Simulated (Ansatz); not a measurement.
# BaC2 (I4/mmm): phonons and vibrational spectra, part 2 of 2

Aim: the vibrations of BaC2 (I4/mmm), their spectra, and whether the structure is stable.

Ansatz 0.2.0; DFT PBEsol, scalar-relativistic, plane waves, PAW.

So far. Step 3 (Relaxing to small forces for the phonons): The largest force component left is 0.66 meV/Å and the pressure is -0.003 GPa, within the tolerances set. The cell now holds 22.24 Å³/atom. Step 4 (Modes at Γ): Before it was imposed, the acoustic sum rule was missed by 1.1e-4 eV/Å² and the charge sum rule by 3.7e-4 e. Small misses are needed for a sound result but don't prove that mesh and cutoff are converged. The relaxed cell has a = 4.314, c = 7.170 Å (conventional setting).

## (5) Phonons on a q mesh (continued)

The phonon density of states has structure finer than the step of the table below, so its rows give means over 50 cm⁻¹, whole bins alone (the curve runs from -150 to 1870 cm⁻¹). Peaks (cm⁻¹: height): -70.0: 0.0137, 70.0: 0.0485, 190.0: 0.0541, 1850.0: 0.05.

Tetrahedra on a 20×20×20 mesh, mean over bins of 20 cm-1. Interpolated from a 4×4×4 q mesh. Table of phonon density of states by wavenumber; means over each step:

```csv
wavenumber (cm⁻¹),phonon density of states (1/cm⁻¹/cell)
-100,0.0125
-50,0.0103
0,0.00454
50,0.0240
100,0.0296
150,0.0187
200,0.0373
250,0.0144
300,0.00556
350,3.2e-5
400,0
```

The partial phonon density of states has structure finer than the step of the table below, so its rows give means over 100 cm⁻¹, whole bins alone (the curve runs from -156 to 1922 cm⁻¹). Peaks (cm⁻¹: height): Ba 78.9: 0.0354; C -104.1: 0.0116, 196.5: 0.0455, 1856.4: 0.0264.

Phonopy on the run's constants, 15x15x19 mesh, Gaussian sigma 14.8 cm-1. Interpolated from a 4×4×4 q mesh. Partial phonon density of states against wavenumber; means over each step; values in 1/cm⁻¹/cell:

```csv
wavenumber (cm⁻¹),Ba,C
-100,0.00139,0.00928
0,0.00492,0.00308
100,0.0215,0.00623
200,0.00190,0.0252
300,2.4e-4,0.00592
400,0,5.1e-7
500,0,0
600,0,0
700,0,0
800,0,0
900,0,0
1000,0,0
1100,0,0
1200,0,0
1300,0,0
1400,0,0
1500,0,0
1600,0,0
1700,0,0
1800,0,0.00416
```

Symmetry leaves 13 wavevectors to solve. The lowest mode among them, the acoustic zeros apart, lies at q = (0, 0, -0.5) and is imaginary, 147.1i cm⁻¹, so the energy falls along it.

## (6) Isotope substitution, element Ba, natural mass 137.327 amu

An isotope changes the mass and not the force constants, so no new electronic calculation is needed; the shifts show which modes move this element.

The same force constants with the mass of Ba changed from 137.327 to 133.905 u (phonopy, no LO-TO term). Both lists are sorted by frequency; levels can cross, so a row need not hold one and the same mode. Modes under 3 cm⁻¹ are left out. Isotope shifts, by row:

```csv
q,rank,natural mass (cm⁻¹),changed mass (cm⁻¹)
0 0 0,4,151.4,151.4
0 0 0,5,151.4,151.4
0 0 0,6,158,158.3
0 0 0,7,158,158.3
0 0 0,8,186.1,186.4
0 0 0,9,1852,1852
0 0 0.25,1,-70.07,-70.41
0 0 0.25,2,52.51,53.1
0 0 0.25,3,80.29,80.78
0 0 0.25,4,96.96,98.13
0 0 0.25,5,165,165.3
0 0 0.25,6,182.1,182.1
0 0 0.25,7,190,190.3
0 0 0.25,8,269.8,270
0 0 0.25,9,1853,1853
0 0 -0.5,1,-147.1,-147.1
0 0 -0.5,2,48.15,48.67
0 0 -0.5,3,72.13,72.94
0 0 -0.5,4,98.31,99.55
0 0 -0.5,5,165.8,166.1
0 0 -0.5,6,190.1,190.5
0 0 -0.5,7,208.6,208.6
0 0 -0.5,8,221.8,221.8
0 0 -0.5,9,1854,1854
0 0.25 0,1,33.69,34
0 0.25 0,2,41.6,42.02
0 0.25 0,3,67.48,68.23
0 0.25 0,4,87.49,87.68
0 0.25 0,5,142.9,143.4
0 0.25 0,6,185.5,185.6
0 0.25 0,7,193,193.1
0 0.25 0,8,294.3,294.6
0 0.25 0,9,1853,1853
```

A mode of this element alone would shift by +1.27 %. The highest zone-centre frequency without the field goes from 1852.4 to 1852.4 cm⁻¹ (+0.0 %). The product of the frequency ratios over all optical modes at Γ is 1.006; the product rule, (m/m′)^(3k/2) (M′/M)^(3/2) with k = 1 such atoms and M the mass of the cell, gives 1.006.

## (7) Another isotope, element C, natural mass 12.011 amu

The same for C, from 12.01 to 13.00 u.

The same force constants with the mass of C changed from 12.011 to 13.003 u (phonopy, no LO-TO term). Both lists are sorted by frequency; levels can cross, so a row need not hold one and the same mode. Modes under 3 cm⁻¹ are left out. Isotope shifts, by row:

```csv
q,rank,natural mass (cm⁻¹),changed mass (cm⁻¹)
0 0 0,4,151.4,145.5
0 0 0,5,151.4,145.5
0 0 0,6,158,152.8
0 0 0,7,158,152.8
0 0 0,8,186.1,179.9
0 0 0,9,1852,1780
0 0 0.25,1,-70.07,-68.38
0 0 0.25,2,52.51,52.26
0 0 0.25,3,80.29,78.64
0 0 0.25,4,96.96,96.76
0 0 0.25,5,165,159.4
0 0 0.25,6,182.1,175
0 0 0.25,7,190,183.6
0 0 0.25,8,269.8,259.8
0 0 0.25,9,1853,1781
0 0 -0.5,1,-147.1,-141.4
0 0 -0.5,2,48.15,47.86
0 0 -0.5,3,72.13,71.8
0 0 -0.5,4,98.31,98.28
0 0 -0.5,5,165.8,160.1
0 0 -0.5,6,190.1,183.8
0 0 -0.5,7,208.6,200.5
0 0 -0.5,8,221.8,213.2
0 0 -0.5,9,1854,1782
0 0.25 0,1,33.69,33.31
0 0.25 0,2,41.6,41.24
0 0.25 0,3,67.48,67.13
0 0.25 0,4,87.49,84.68
0 0.25 0,5,142.9,138.7
0 0.25 0,6,185.5,178.5
0 0.25 0,7,193,185.9
0 0.25 0,8,294.3,284
0 0.25 0,9,1853,1781
```

A mode of this element alone would shift by -3.89 %. The highest zone-centre frequency without the field goes from 1852.4 to 1780.3 cm⁻¹ (-3.9 %). The product of the frequency ratios over all optical modes at Γ is 0.803; the product rule, (m/m′)^(3k/2) (M′/M)^(3/2) with k = 2 such atoms and M the mass of the cell, gives 0.803.

## (8) What came out

| Item | Value |
| --- | --- |
| space group after relaxation (within 0.01 Å) | I4/mmm |
| volume per atom | 22.2 Å³ |
| gap on the k-mesh | 1.37 eV |
| highest optical mode at the zone centre (no LO-TO term) | 1852 cm⁻¹ |
| top of the zone-centre spectrum with the field | 1852 cm⁻¹ |
| lowest optical zone-centre mode | 151 cm⁻¹ |
| mean high-frequency dielectric constant | 3.61 |
| mean static dielectric constant | 12.0 |
| largest Born charge (third of the trace) | 2.53 e |
| lowest mode on the q mesh (acoustic modes at Γ apart) | -147 cm⁻¹ |
| highest frequency on the path or at a solved wavevector | 1856 cm⁻¹ |
| imaginary modes on the 4×4×4 q mesh | yes |

Modes are clearly imaginary (beyond 10i cm⁻¹) at 11 of the 13 irreducible wavevectors, most at q = (0, 0, -0.5) (147.1i cm⁻¹), so this structure is not a minimum of the energy. Without the field, the optical modes at Γ span 151 to 1852 cm⁻¹. The highest mode in this list at Γ, 1852.4 cm⁻¹, is mostly motion of C (100 % of the kinetic energy). The macroscopic field leaves the top of the zone-centre spectrum where it is. Lattice motion raises the mean dielectric constant from 3.611 to 12.02. The strongest infrared line is at 158 cm⁻¹. Averaged over orientations, the strongest Raman line at 532 nm and 300 K is at 1852 cm⁻¹. The tensors are the static, non-resonant ones, while 532 nm light (2.33 eV) lies above the computed gap. The program warns that the interpolation holds no quadrupole term, so branches close to Γ can be off in this crystal. Spin-orbit coupling is left out, which can matter for the heavy elements here. These are harmonic frequencies at zero temperature: anharmonic shifts, linewidths and thermal expansion are left out.

[Logs are printed without paths, hosts, clocks, repeated set-up lines and the standing remarks that a program may print on its own settings, such as how far it seeks lower states.]

[Hosts, paths, dates, database ids (printed as entryN), source tags and the programs' standing remarks are cut or masked in the printed files.]
